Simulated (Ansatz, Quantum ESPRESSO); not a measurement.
# Lattice dynamics of GaP (F-43m) in two programs, part 3 of 4

Aim: the phonon dispersion of GaP (F-43m), checked by a second program.

Quantum ESPRESSO 7.5; DFT LDA, scalar-relativistic, plane waves, JTH PAW pseudopotentials.

So far. Step 8 (Density of states): At 300 K the heat capacity has reached 87 % of the Dulong-Petit value. Step 9 (Modes with the sum rule): The rule moves no optical mode by more than 0.1 cm⁻¹. The relaxed cell has a = 5.391 Å (conventional setting).

## 10. Sum rules set otherwise: a sum rule for molecules or wires on a crystal

This rule also removes rotations, which suits molecules and not a crystal; it is tried to see the harm.

File dynmat.in:

```
&INPUT
  fildyn = 'x.dyn1'
  asr    = 'zero-dim'
  fileig = 'dynmat.eig'
  lperm  = .true.
/
```

The run is started by

```sh
> dynmat.x -in dynmat.in > dynmat.out
```

Numbers of over 12 decimals in the logs are rounded to 6 here.

What it wrote:

```text
[banner, memory and clock lines left out]
Program DYNMAT v.7.5

     Reading Dynamical Matrix from file x.dyn1
     ...Force constants read
     ...epsilon and Z* read
     Acoustic Sum Rule: || Z*(ASR) - Z*(orig)|| =    4.230069E+00
     Acoustic Sum Rule: ||dyn(ASR) - dyn(orig)||=    6.108282E-01
     A direction for q was not specified:TO-LO splitting will be absent

     Polarizability (A^3 units)
     multiply by 0.221124 for Clausius-Mossotti correction
        32.943427    0.000000   -0.000000
         0.000000   32.943427   -0.000000
        -0.000000    0.000000   32.943427

     IR activities are in (D/A)^2/amu units

# mode   [cm-1]    [THz]      IR
    1     -0.00   -0.0000    0.0000
    2     -0.00   -0.0000    0.0000
    3      0.00    0.0000    0.0000
    4      0.00    0.0000    0.0000
    5      0.00    0.0000    0.0000
    6    364.75   10.9350    4.8054

Electronic dielectric permittivity tensor (relative, adimensional)
        11.567059    0.000000   -0.000000
         0.000000   11.567059   -0.000000
        -0.000000    0.000000   11.567059

 ... with zone-center polar mode contributions
        12.222514   -0.655455   -0.655455
        -0.655455   12.222514    0.655455
        -0.655455    0.655455   12.222514
```

Run time: 0.45 s. Hardware: 1 thread of Arm Neoverse V1, shared host.

The run ended normally, but on settings that are not sound.

The fault: a sum rule for molecules or wires on a crystal; 2 optical modes are projected out to zero frequency, as if they were rotations, and the static dielectric tensor is spoilt.

For a crystal the rule has to be 'simple' or 'crystal'.

Zone-centre frequencies as printed; negative means imaginary. Modes:

```csv
mode,frequency (cm⁻¹)
1,0
2,0
3,0
4,0
5,0
6,364.8
```

## 11. Sum rules set otherwise (asr no)

Without the rule the raw error of the acoustic modes shows.

File dynmat.in:

```
&INPUT
  fildyn = 'x.dyn1'
  asr    = 'no'
  fileig = 'dynmat.eig'
  lperm  = .true.
/
```

The run is started by

```sh
> dynmat.x -in dynmat.in > dynmat.out
```

What it wrote:

```text
[banner, memory and clock lines left out]
Program DYNMAT v.7.5

     Reading Dynamical Matrix from file x.dyn1
     ...Force constants read
     ...epsilon and Z* read
     A direction for q was not specified:TO-LO splitting will be absent

     Polarizability (A^3 units)
     multiply by 0.221124 for Clausius-Mossotti correction
        32.943427    0.000000   -0.000000
         0.000000   32.943427   -0.000000
        -0.000000    0.000000   32.943427

     IR activities are in (D/A)^2/amu units

# mode   [cm-1]    [THz]      IR
    1      0.66    0.0196    0.0039
    2      0.66    0.0196    0.0039
    3      0.66    0.0196    0.0039
    4    364.75   10.9350    4.9198
    5    364.75   10.9350    4.9198
    6    364.75   10.9350    4.9198

Electronic dielectric permittivity tensor (relative, adimensional)
        11.567059    0.000000   -0.000000
         0.000000   11.567059   -0.000000
        -0.000000    0.000000   11.567059

 ... with zone-center polar mode contributions
        13.580229    0.000000   -0.000000
         0.000000   13.580229   -0.000000
         0.000000   -0.000000   13.580229
```

The job ended after 0.45 s (1 thread).

Read from the output:

```yaml
mean_static_dielectric_constant: 13.58
```

Zone-centre frequencies as printed; negative means imaginary. Modes:

```csv
mode,frequency (cm⁻¹)
1,0.66
2,0.66
3,0.66
4,364.8
5,364.8
6,364.8
```

Against the first rule no mode moves by more than 0.7 cm⁻¹.

## 12. Modes along a direction of q (1 0 0)

A longitudinal polar mode sets up a macroscopic field that stiffens it; the term hangs on the direction from which q goes to zero.

File dynmat.in:

```
&INPUT
  fildyn = 'x.dyn1'
  asr    = 'simple'
  fileig = 'dynmat.eig'
  q(1)   = 1.0
  q(2)   = 0.0
  q(3)   = 0.0
/
```

The run is started by

```sh
> dynmat.x -in dynmat.in > dynmat.out
```

What it wrote:

```text
[banner, memory and clock lines left out]
Program DYNMAT v.7.5

     Reading Dynamical Matrix from file x.dyn1
     ...Force constants read
     ...epsilon and Z* read

     Polarizability (A^3 units)
     multiply by 0.221124 for Clausius-Mossotti correction
        32.943427    0.000000   -0.000000
         0.000000   32.943427   -0.000000
        -0.000000    0.000000   32.943427

     IR activities are in (D/A)^2/amu units

# mode   [cm-1]    [THz]      IR
    1      0.00    0.0000    0.0000
    2      0.00    0.0000    0.0000
    3      0.00    0.0000    0.0000
    4    364.75   10.9350    4.8054
    5    364.75   10.9350    4.8054
    6    394.54   11.8280    4.8054
```

Elapsed: 0.45 s, on 1 thread.

Numbers from this step:

- highest mode moved by the LO-TO term: 394.5 cm⁻¹

Zone-centre frequencies as printed; negative means imaginary. Modes:

```csv
mode,frequency (cm⁻¹)
1,0
2,0
3,0
4,364.8
5,364.8
6,394.5
```

The field moves one mode, from 365 to 394 cm⁻¹; the others stay.

## 13. The dispersion under another sum rule (asr all)

The sum rule corrects the force constants themselves, so it can shift branches at any wavevector, low ones most.

File matdyn.in:

```
&INPUT
  asr              = 'all'
  flfrc            = 'x.fc'
  flfrq            = 'x.freq'
  flvec            = 'x.modes'
  q_in_band_form   = .true.
  q_in_cryst_coord = .true.
/
8
  0.0000000   0.0000000   0.0000000   8  ! GAMMA
  0.0000000   0.5000000   0.5000000   8  ! X
  0.0000000   0.6250000   0.3750000   1  ! U
 -0.3750000   0.3750000   0.0000000   8  ! K
  0.0000000   0.0000000   0.0000000   8  ! GAMMA
 -0.0000000   0.5000000  -0.0000000   8  ! L
 -0.2500000   0.5000000   0.2500000   8  ! W
  0.0000000   0.5000000   0.5000000   1  ! X
```

The run is started by

```sh
> matdyn.x -in matdyn.in > matdyn.out
```

What it wrote:

```text
[banner, memory and clock lines left out]
Program MATDYN v.7.5

 mass for atomic type   1 not given; uses mass from file x.fc
 mass for atomic type   2 not given; uses mass from file x.fc

     WARNING: To use asr = 'all' for infrared-active solids, i.e., solids with nonzero
     Born effective charge, one must set read_lr = .true. in the matdyn.x input. Also,
     the flfrc file must have been constructed with write_lr = .true. in the q2r.x input.
     If the system is infrared inactive and you have nonzero Born effective charge due to
     numerical noise, you can ignore this warning.

 Norm of the difference between old and new effective charges:    1.3066e-16

 Huang before:    1   1   1   2,   residual stress:   0.000000
 Huang before:    1   1   1   3,   residual stress:   0.000000
 Huang before:    1   1   2   2,   residual stress:  -0.000000
 Huang before:    1   1   2   3,   residual stress:  -0.000000
 Huang before:    1   1   3   3,   residual stress:  -1e-16
 Huang before:    1   2   1   3,   residual stress:   0.000000
 Huang before:    1   2   2   2,   residual stress:   0.000000
 Huang before:    1   2   2   3,   residual stress:   0.000000
 Huang before:    1   2   3   3,   residual stress:   0.000000
 Huang before:    1   3   2   2,   residual stress:  -0.000000
 Huang before:    1   3   2   3,   residual stress:  -0.000000
 Huang before:    1   3   3   3,   residual stress:   0.000000
 Huang before:    2   2   2   3,   residual stress:   0.000000
 Huang before:    2   2   3   3,   residual stress:  -0.000000
 Huang before:    2   3   3   3,   residual stress:  -0.000000

 Norm of the difference between old and new force-constants:   3.99528e-07

   You are using asr="all", please consider citing C. Lin, S. Ponc\'e and N. Marzari, npj Comput Mater 8, 236 (2022).
```

The job ended after 0.48 s (1 thread).

At the labelled points the branches move by no more than 0.1 cm⁻¹. The log warns that this rule wants the long-range part of the force constants stored apart (write_lr, read_lr) in a polar crystal, which was not done.

(Part 3 of 4 ends here.)

[Host names and launcher messages were left out of these logs when they were recorded.]

[Logs are printed without paths, hosts, clocks, repeated set-up lines and the standing remarks that a program may print on its own settings, such as how far it seeks lower states.]

[Hosts, paths, dates, database ids (printed as entryN), source tags and the programs' standing remarks are cut or masked in the printed files.]
